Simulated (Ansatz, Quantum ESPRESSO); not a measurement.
## Mode couplings of YSn3 (Pm-3m) in a second program

What λ does ph.x give for YSn3 (Pm-3m), and how does it hang on the broadening?

Method: DFT PBEsol, scalar-relativistic, plane waves, PAW, in the first sound run; inputs show where later runs differ, in Ansatz 0.2.0 and Quantum ESPRESSO 7.5.

## Step 1: Starting point

Symmetry: Pm-3m, No. 221, cubic system. The conventional cell has a = 4.666 Å, b = 4.666 Å, c = 4.666 Å, α = 90.00°, β = 90.00°, γ = 90.00°. Nearest to Y lie 12 Sn at 3.30 Å. Sn has 4 Y at 3.30 Å and 8 Sn at 3.30 Å nearest. Farther neighbours are not listed.

Coordinates:

```cif
data_structure
_symmetry_space_group_name_H-M 'P 1'
_symmetry_Int_Tables_number 1
_cell_length_a 4.6660
_cell_length_b 4.6660
_cell_length_c 4.6660
_cell_angle_alpha 90.000
_cell_angle_beta 90.000
_cell_angle_gamma 90.000
_cell_volume 101.59
loop_
_atom_site_label
_atom_site_type_symbol
_atom_site_fract_x
_atom_site_fract_y
_atom_site_fract_z
_atom_site_occupancy
Y1 Y 0.00000 0.00000 0.00000 1
Sn2 Sn 0.00000 0.50000 0.50000 1
Sn3 Sn 0.50000 0.00000 0.50000 1
Sn4 Sn 0.50000 0.50000 0.00000 1
```

## Step 2: Relaxation

The structure is brought to rest under this functional.

input.yaml

```yaml
crystal:
  lattice:
    - [4.666, 0.0, 0.0]
    - [0.0, 4.666, 0.0]
    - [0.0, 0.0, 4.666]
  atoms:
    - { symbol: "Y", position: [0.0, 0.0, 0.0] }
    - { symbol: Sn, position: [0.0, 0.5, 0.5] }
    - { symbol: Sn, position: [0.5, 0.0, 0.5] }
    - { symbol: Sn, position: [0.5, 0.5, 0.0] }
kpoints:
  mp_grid: { grid: [6, 6, 6] }
hamiltonian:
  xc: pbesol
scf:
  occupations: { method: gaussian, width: 0.1 }
output:
  forces: true
  stress: true
  eigenvalues: true
relax:
  adjacent_minimum: "off"
  f_tol: 0.005
  max_steps: 80
  cell: { stress_tol: 0.05 }
```

Started as:

```sh
$ ansatz run input.yaml --threads 8 --pin off --max-ram 16384MiB --backend cpu --events-out ev --progress --plain --runs-dir out
```

Numbers of over 12 decimals in the logs are rounded to 6 here.

What it wrote:

```text
[the first part of the log is left out]
  E_aug_tail   = 0.000002  (compensation charges beyond the density's cutoff)
  E_ewald      = -5009.403915
  E_core_change = 1.003292  (= ΣΔE_core)
  E_smearing   = -0.011346  (= −TS)
  E_closure    = 0.000000  (closes the sum)
  Σ components = -21646.417602   (vs F -21646.417602, Δ=0.00e0)
--- Forces (eV/Å), atoms counted from 1 ---
  atom   1  Y      0.00000000     0.00000000     0.00000000
  atom   2  Sn    -0.00000000    -0.00000000    -0.00000000
  atom   3  Sn    -0.00000000     0.00000000     0.00000000
  atom   4  Sn    -0.00000000     0.00000000    -0.00000000
  max |Σ_I F_I| component: 3.00e-29 eV/Å
--- Stress (GPa, compression-positive) ---
       -0.009010      -0.000000      -0.000000
       -0.000000      -0.009010       0.000000
       -0.000000       0.000000      -0.009010
  P = ⅓ Tr σ = -0.0090 GPa (-0.090 kbar)
--- Band table (eV; the first three rows and the last of 20) ---
  k-point 0: bands = ["-30.7550", "-10.8011", "-10.8011", "-10.8011", "-9.2153", "-9.2153", "-9.2153", "-9.2149", "-9.0757", "-9.0757", "-9.0265", "-9.0265", "-9.0254", "-9.0254", "-9.0254", "-8.9188", "-8.9188", "-8.9188", "-8.9003", "1.2959", "7.0706", "7.0706", "9.1870", "9.1870", "9.1870", "13.6188", "13.6188", "13.6188", "13.6475", "14.2462", "14.2462", "14.2462"]
  k-point 1: bands = ["-30.7548", "-10.8139", "-10.8059", "-10.8059", "-9.2127", "-9.2003", "-9.1957", "-9.1957", "-9.0728", "-9.0651", "-9.0351", "-9.0279", "-9.0261", "-9.0195", "-9.0195", "-8.9389", "-8.9389", "-8.9188", "-8.9096", "1.5033", "6.0960", "7.2139", "9.2657", "9.2657", "9.9827", "12.3861", "12.7893", "12.7893", "13.6518", "14.1951", "14.6502", "15.3833"]
  k-point 2: bands = ["-30.7544", "-10.8390", "-10.8155", "-10.8155", "-9.2074", "-9.1642", "-9.1424", "-9.1424", "-9.0689", "-9.0575", "-9.0393", "-9.0331", "-9.0243", "-9.0108", "-9.0108", "-8.9901", "-8.9901", "-8.9337", "-8.9188", "2.0984", "4.6219", "7.5877", "9.4264", "9.4264", "10.9035", "11.2100", "12.1766", "12.1766", "13.7215", "14.2506", "14.6732", "15.3074"]
  k-point 19: bands = ["-30.7530", "-10.8232", "-10.8232", "-10.8232", "-9.1526", "-9.1526", "-9.1526", "-9.1117", "-9.1117", "-9.1117", "-9.1110", "-9.0412", "-9.0412", "-9.0412", "-8.9988", "-8.9988", "-8.9181", "-8.9181", "-8.9181", "5.0298", "5.0298", "5.0298", "7.1564", "8.5898", "8.5898", "8.5898", "13.0664", "14.7511", "14.7511", "15.6092", "15.6092", "15.6092"]
--- Relaxed structure (3 steps of the walk, 3 accepted, 1 SCFs on fresh bases) ---
  F+E_penalty+E_count = -21646.41760169 eV   max|allowed force component| = 2.616e-29 eV/Å   (the final SCF, on the basis selected at the relaxed cell)
  cell:  # Å, volume = 100.5091 Å³
    - [4.649453, 0, 0]
    - [0.0, 4.649453, 0]
    - [0, 0, 4.649453]
  atoms:
    - { symbol: Y, position: [0, 0, 0] }
    - { symbol: Sn, position: [0, 0.5, 0.5] }
    - { symbol: Sn, position: [0.5, 0, 0.5] }
    - { symbol: Sn, position: [0.5, 0.5, 0] }
```

It took 2.4 s on 8 threads of Arm Neoverse V1, shared host; peak memory 0.53 GiB; 16 s of CPU time.

Step by step:

```csv
step,energy less that of the first step (eV),largest force component (eV/Å),pressure (GPa),volume (Å³)
1,0.0000,0.0000,-0.67,101.59
2,-0.0019,0.0000,0.40,99.88
3,-0.0025,0.0000,-0.01,100.51
4,-0.0023,0.0000,-0.01,100.51
```

The log counts 1 steps on a newly chosen plane-wave basis, not all of them marked here; energy and pressure can jump at such steps.

```csv
"conventional cell, symmetrised",before,after,change
a (Å),4.666,4.649,-0.4 %
b (Å),4.666,4.649,-0.4 %
c (Å),4.666,4.649,-0.4 %
volume (Å³/atom),25.40,25.13,-1.1 %
```

Final coordinates:

```
Y Sn
1.0
     4.64945    0.00000    0.00000
     0.00000    4.64945    0.00000
     0.00000    0.00000    4.64945
Y Sn
1 3
Direct
  0.00000 0.00000 0.00000
  0.00000 0.50000 0.50000
  0.50000 0.00000 0.50000
  0.50000 0.50000 0.00000
```

This step gave:

- pressure: -0.009010 GPa
- volume per atom: 25.13 Å³
- metallic on mesh: yes
- gap on the k-mesh: 0 eV

The largest force is now zero by symmetry and the largest stress component 0.0090 GPa.

## Step 3: Ground state with pw.x

ph.x needs a tightly converged ground state on the same k mesh; the cell is that of the step before.

This step: DFT PBEsol, scalar-relativistic, plane waves, GBRV ultrasoft pseudopotentials (Quantum ESPRESSO 7.5).

pw.in

```
 &control
    calculation='scf',
    prefix='x',
    outdir='./tmp',
    pseudo_dir='./pseudo',
    tprnfor=.true.,
    tstress=.true.,
 /
 &system
    ibrav=1,
    celldm(1)=8.78619289,
    nat=4,
    ntyp=2,
    ecutwfc=45.0,
    ecutrho=360.0,
    occupations='smearing',
    smearing='fd',
    degauss=0.00734986,
    nbnd=42,
 /
 &electrons
    conv_thr=1.0d-11,
    mixing_beta=0.5,
 /
ATOMIC_SPECIES
 Y      88.9058  Y.upf
 Sn    118.7100  Sn.upf
ATOMIC_POSITIONS crystal
 Y      0.000000000   0.000000000   0.000000000
 Sn     0.000000000   0.500000000   0.500000000
 Sn     0.500000000   0.000000000   0.500000000
 Sn     0.500000000   0.500000000   0.000000000
K_POINTS automatic
 4 4 4 0 0 0
```

Started as:

```sh
$ OMP_NUM_THREADS=1 mpirun -n 8 pw.x -nk 8 -in pw.in > pw.x.log
```

What it wrote:

```text
Program PWSCF v.7.5

     This program is part of the open-source Quantum ESPRESSO suite
     for quantum simulation of materials; please cite
         "P. Giannozzi et al., J. Phys.:Condens. Matter 21 395502 (2009);
         "P. Giannozzi et al., J. Phys.:Condens. Matter 29 465901 (2017);
         "P. Giannozzi et al., J. Chem. Phys. 152 154105 (2020);
     in publications or presentations arising from this work. More details at

     G-vector sticks info
     --------------------
     sticks:   dense  smooth     PW     G-vecs:    dense   smooth      PW
     Sum        2217    1101    333                78205    27609    4457

     Using Slab Decomposition

     bravais-lattice index     =            1
     lattice parameter (alat)  =       8.7862  a.u.
     unit-cell volume          =     678.2694 (a.u.)^3
     number of atoms/cell      =            4
     number of atomic types    =            2
     number of electrons       =        53.00
     number of Kohn-Sham states=           42
     kinetic-energy cutoff     =      45.0000  Ry
     charge density cutoff     =     360.0000  Ry
     scf convergence threshold =      1.0E-11
     mixing beta               =       0.5000
     number of iterations used =            8  plain     mixing
     Exchange-correlation= SLA  PW   PSX  PSC
                           (   1   4  10   8   0   0   0)

     celldm(1)=   8.786193  celldm(2)=   0.000000  celldm(3)=   0.000000
     celldm(4)=   0.000000  celldm(5)=   0.000000  celldm(6)=   0.000000

     crystal axes: (cart. coord. in units of alat)
               a(1) = (   1.000000   0.000000   0.000000 )
               a(2) = (   0.000000   1.000000   0.000000 )
               a(3) = (   0.000000   0.000000   1.000000 )

     reciprocal axes: (cart. coord. in units 2 pi/alat)
               b(1) = (  1.000000  0.000000  0.000000 )
               b(2) = (  0.000000  1.000000  0.000000 )
               b(3) = (  0.000000  0.000000  1.000000 )

     PseudoPot. # 1 for Y  read from file:
     ./pseudo/Y.upf
     Pseudo is Ultrasoft + core correction, Zval = 11.0
     Using radial grid of  885 points,  6 beta functions with:
                l(1) =   0
                l(2) =   0
                l(3) =   1
                l(4) =   1
                l(5) =   2
                l(6) =   2
     Q(r) pseudized with  8 coefficients,  rinner =    1.200   1.200   1.200
                                                       1.200   1.200

     PseudoPot. # 2 for Sn read from file:
     ./pseudo/Sn.upf
     Pseudo is Ultrasoft + core correction, Zval = 14.0
     Using radial grid of  891 points,  6 beta functions with:
                l(1) =   0
                l(2) =   0
                l(3) =   1
                l(4) =   1
                l(5) =   2
                l(6) =   2
     Q(r) pseudized with  8 coefficients,  rinner =    1.350   1.350   1.350
                                                       1.350   1.350

     atomic species   valence    mass     pseudopotential
     Y                11.00    88.90580     Y ( 1.00)
     Sn               14.00   118.71000     Sn( 1.00)

     48 Sym. Ops., with inversion, found

   Cartesian axes

     site n.     atom                  positions (alat units)
         1        Y      tau(   1) = (   0.0000000   0.0000000   0.0000000  )
         2        Sn     tau(   2) = (   0.0000000   0.5000000   0.5000000  )
         3        Sn     tau(   3) = (   0.5000000   0.0000000   0.5000000  )
         4        Sn     tau(   4) = (   0.5000000   0.5000000   0.0000000  )

     number of k points=    10  Fermi-Dirac smearing, width (Ry)=  0.0073
                       cart. coord. in units 2pi/alat
        k(    1) = (   0.0000000   0.0000000   0.0000000), wk =   0.0312500
        k(    2) = (   0.0000000   0.0000000   0.2500000), wk =   0.1875000
        k(    3) = (   0.0000000   0.0000000  -0.5000000), wk =   0.0937500
        k(    4) = (   0.0000000   0.2500000   0.2500000), wk =   0.3750000
        k(    5) = (   0.0000000   0.2500000  -0.5000000), wk =   0.3750000
        k(    6) = (   0.0000000  -0.5000000  -0.5000000), wk =   0.0937500
        k(    7) = (   0.2500000   0.2500000   0.2500000), wk =   0.2500000
        k(    8) = (   0.2500000   0.2500000  -0.5000000), wk =   0.3750000
        k(    9) = (   0.2500000  -0.5000000  -0.5000000), wk =   0.1875000
        k(   10) = (  -0.5000000  -0.5000000  -0.5000000), wk =   0.0312500

     Dense  grid:    78205 G-vectors     FFT dimensions: (  54,  54,  54)

     Smooth grid:    27609 G-vectors     FFT dimensions: (  40,  40,  40)

     Initial potential from superposition of free atoms

     starting charge      49.9958, renormalised to      53.0000
     Starting wfcs are   40 randomized atomic wfcs +    2 random wfcs

     per-process dynamical memory:    72.9 Mb

     Self-consistent Calculation

     iteration #  1     ecut=    45.00 Ry     beta= 0.50
     Davidson diagonalization with overlap
     ethr =  1.00E-02,  avg # of iterations =  7.2

     total energy              =    -569.10435005 Ry
     estimated scf accuracy    <       2.25003685 Ry

     iteration #  2     ecut=    45.00 Ry     beta= 0.50
     Davidson diagonalization with overlap
     ethr =  4.25E-03,  avg # of iterations =  2.0

     total energy              =    -569.51632863 Ry
     estimated scf accuracy    <       0.06763779 Ry

     iteration #  3     ecut=    45.00 Ry     beta= 0.50
     Davidson diagonalization with overlap
     ethr =  1.28E-04,  avg # of iterations =  5.0

     total energy              =    -569.53559707 Ry
     estimated scf accuracy    <       0.01529009 Ry

     iteration #  4     ecut=    45.00 Ry     beta= 0.50
     Davidson diagonalization with overlap
     ethr =  2.88E-05,  avg # of iterations =  2.7

     total energy              =    -569.53699016 Ry
     estimated scf accuracy    <       0.00296481 Ry

     iteration #  5     ecut=    45.00 Ry     beta= 0.50
     Davidson diagonalization with overlap
     ethr =  5.59E-06,  avg # of iterations =  4.5

     total energy              =    -569.53749384 Ry
     estimated scf accuracy    <       0.00044838 Ry

     iteration #  6     ecut=    45.00 Ry     beta= 0.50
     Davidson diagonalization with overlap
     ethr =  8.46E-07,  avg # of iterations =  5.0

     total energy              =    -569.53765141 Ry
     estimated scf accuracy    <       0.00009982 Ry

     iteration #  7     ecut=    45.00 Ry     beta= 0.50
     Davidson diagonalization with overlap
     ethr =  1.88E-07,  avg # of iterations =  2.4

     total energy              =    -569.53768184 Ry
     estimated scf accuracy    <       0.00000883 Ry

     iteration #  8     ecut=    45.00 Ry     beta= 0.50
     Davidson diagonalization with overlap
     ethr =  1.67E-08,  avg # of iterations =  2.7

     total energy              =    -569.53768339 Ry
     estimated scf accuracy    <       0.00000016 Ry

     iteration #  9     ecut=    45.00 Ry     beta= 0.50
     Davidson diagonalization with overlap
     c_bands:  1 eigenvalues not converged
     ethr =  3.07E-10,  avg # of iterations =  6.4

     total energy              =    -569.53768364 Ry
     estimated scf accuracy    <       0.00000006 Ry

     iteration # 10     ecut=    45.00 Ry     beta= 0.50
     Davidson diagonalization with overlap
     ethr =  1.17E-10,  avg # of iterations =  3.3

     total energy              =    -569.53768366 Ry
     estimated scf accuracy    <          4.8E-09 Ry

     iteration # 11     ecut=    45.00 Ry     beta= 0.50
     Davidson diagonalization with overlap
     ethr =  9.10E-12,  avg # of iterations =  2.3

     total energy              =    -569.53768366 Ry
     estimated scf accuracy    <          7.0E-11 Ry

     iteration # 12     ecut=    45.00 Ry     beta= 0.50
     Davidson diagonalization with overlap
     ethr =  1.32E-13,  avg # of iterations =  4.4

     End of self-consistent calculation

          k = 0.0000 0.0000 0.0000 (  3407 PWs)   bands (ev):

   -30.6702 -10.7135 -10.7135 -10.7135  -9.1630  -9.1630  -9.1630  -9.1599
    -9.0275  -9.0275  -8.9773  -8.9773  -8.9773  -8.9731  -8.9731  -8.8666
    -8.8666  -8.8666  -8.8530   1.3645   7.1330   7.1330   9.2579   9.2579
     9.2579  13.7111  13.7111  13.7111  13.7352  14.3167  14.3167  14.3167
    14.4150  14.4150  17.1907  17.1907  17.1907  21.1961  21.1961  21.1961
    22.2917  22.3275

          k = 0.0000 0.0000 0.2500 (  3459 PWs)   bands (ev):

   -30.6698 -10.7391 -10.7234 -10.7234  -9.1583  -9.1294  -9.1211  -9.1211
    -9.0220  -9.0050  -8.9924  -8.9828  -8.9725  -8.9661  -8.9661  -8.9103
    -8.9103  -8.8732  -8.8669   1.8251   5.4134   7.4429   9.4180   9.4180
    10.6525  11.6515  12.5003  12.5003  13.7804  14.4729  15.1423  15.7268
    15.7268  15.9132  16.7199  16.7199  17.3365  20.0410  20.8397  22.8947
    22.8948  22.9572

          k = 0.0000 0.0000-0.5000 (  3450 PWs)   bands (ev):

   -30.6694 -10.7642 -10.7331 -10.7331  -9.1529  -9.0809  -9.0308  -9.0216
    -9.0216  -9.0145  -9.0145  -9.0136  -8.9885  -8.9739  -8.9676  -8.9497
    -8.9497  -8.9052  -8.8676   2.8139   3.7178   7.9201   9.5815   9.5815
    10.3308  12.0685  12.0685  12.4471  13.0427  13.8549  14.8390  14.9999
    14.9999  18.6683  18.7962  18.7962  19.1405  19.3952  19.9234  20.2319
    20.7854  20.7854

          k = 0.0000 0.2500 0.2500 (  3455 PWs)   bands (ev):

   -30.6694 -10.7481 -10.7330 -10.7325  -9.1258  -9.1228  -9.1097  -9.0848
[...]
22.2385  22.4131

          k = 0.0000 0.2500-0.5000 (  3446 PWs)   bands (ev):

[...]
21.9323  22.1436

          k = 0.0000-0.5000-0.5000 (  3468 PWs)   bands (ev):

[...]
22.8357  22.8358

          k = 0.2500 0.2500 0.2500 (  3467 PWs)   bands (ev):

[...]
21.1672  23.9371

          k = 0.2500 0.2500-0.5000 (  3464 PWs)   bands (ev):

[...]
22.1736  23.4608

          k = 0.2500-0.5000-0.5000 (  3440 PWs)   bands (ev):

[...]
-8.8964  -8.8865  -8.8865   4.4122   4.8997   4.8997   8.0032   8.8246
     9.4950   9.4950  14.0092  14.5197  14.6772  14.6772  15.3519  15.5013
    15.9218  17.9989  17.9989  18.3687  19.2294  20.7920  20.7920  22.3179
    22.7612  23.1885

          k =-0.5000-0.5000-0.5000 (  3448 PWs)   bands (ev):

   -30.6682 -10.7357 -10.7357 -10.7357  -9.0998  -9.0998  -9.0998  -9.0633
    -9.0620  -9.0620  -9.0620  -8.9877  -8.9877  -8.9877  -8.9514  -8.9514
    -8.8685  -8.8685  -8.8685   5.0941   5.0941   5.0941   7.2331   8.6602
     8.6602   8.6602  13.1472  14.8442  14.8442  15.7020  15.7020  15.7020
    18.4122  18.4122  18.4122  18.6083  18.6083  22.0518  22.0518  22.0518
    22.3064  23.2721

     the Fermi energy is    12.4586 ev

!    total energy              =    -569.53768366 Ry
     estimated scf accuracy    <          3.8E-12 Ry
     smearing contrib. (-TS)   =      -0.00576581 Ry
     internal energy E=F+TS    =    -569.53191784 Ry

     The total energy is F=E-TS. E is the sum of the following terms:
     one-electron contribution =    -165.94556092 Ry
     hartree contribution      =     119.67617186 Ry
     xc contribution           =    -155.07813201 Ry
     ewald contribution        =    -368.18439678 Ry

     convergence has been achieved in  12 iterations

     Forces acting on atoms (cartesian axes, Ry/au):

     atom    1 type  1   force =     0.00000000    0.00000000    0.00000000
     atom    2 type  2   force =     0.00000000    0.00000000    0.00000000
     atom    3 type  2   force =     0.00000000    0.00000000    0.00000000
     atom    4 type  2   force =     0.00000000    0.00000000    0.00000000

     Total force =     0.000000     Total SCF correction =     0.000000

     Computing stress (Cartesian axis) and pressure

          total   stress  (Ry/bohr**3)                   (kbar)     P=      -19.96
  -0.00013568   0.00000000   0.00000000          -19.96        0.00        0.00
   0.00000000  -0.00013568   0.00000000            0.00      -19.96        0.00
   0.00000000   0.00000000  -0.00013568            0.00        0.00      -19.96

     Writing all to output data dir ./tmp/x.save/ :
     XML data file, charge density, pseudopotentials, collected wavefunctions

   JOB DONE.
```

Run time: 11 s. Hardware: 8 MPI ranks; 86 s of CPU time.

This step gave:

```
pressure : -1.996 GPa
```

With these potentials, mesh and smearing the cell is at -2.0 GPa, so it is not at its own rest, or the cutoff leaves a Pulay stress.

[end of part 1 of 2]

[Logs are printed without paths, hosts, clocks, repeated set-up lines and the standing remarks that a program may print on its own settings, such as how far it seeks lower states.]

[Hosts, paths, dates, database ids (printed as entryN), source tags and the programs' standing remarks are cut or masked in the printed files.]
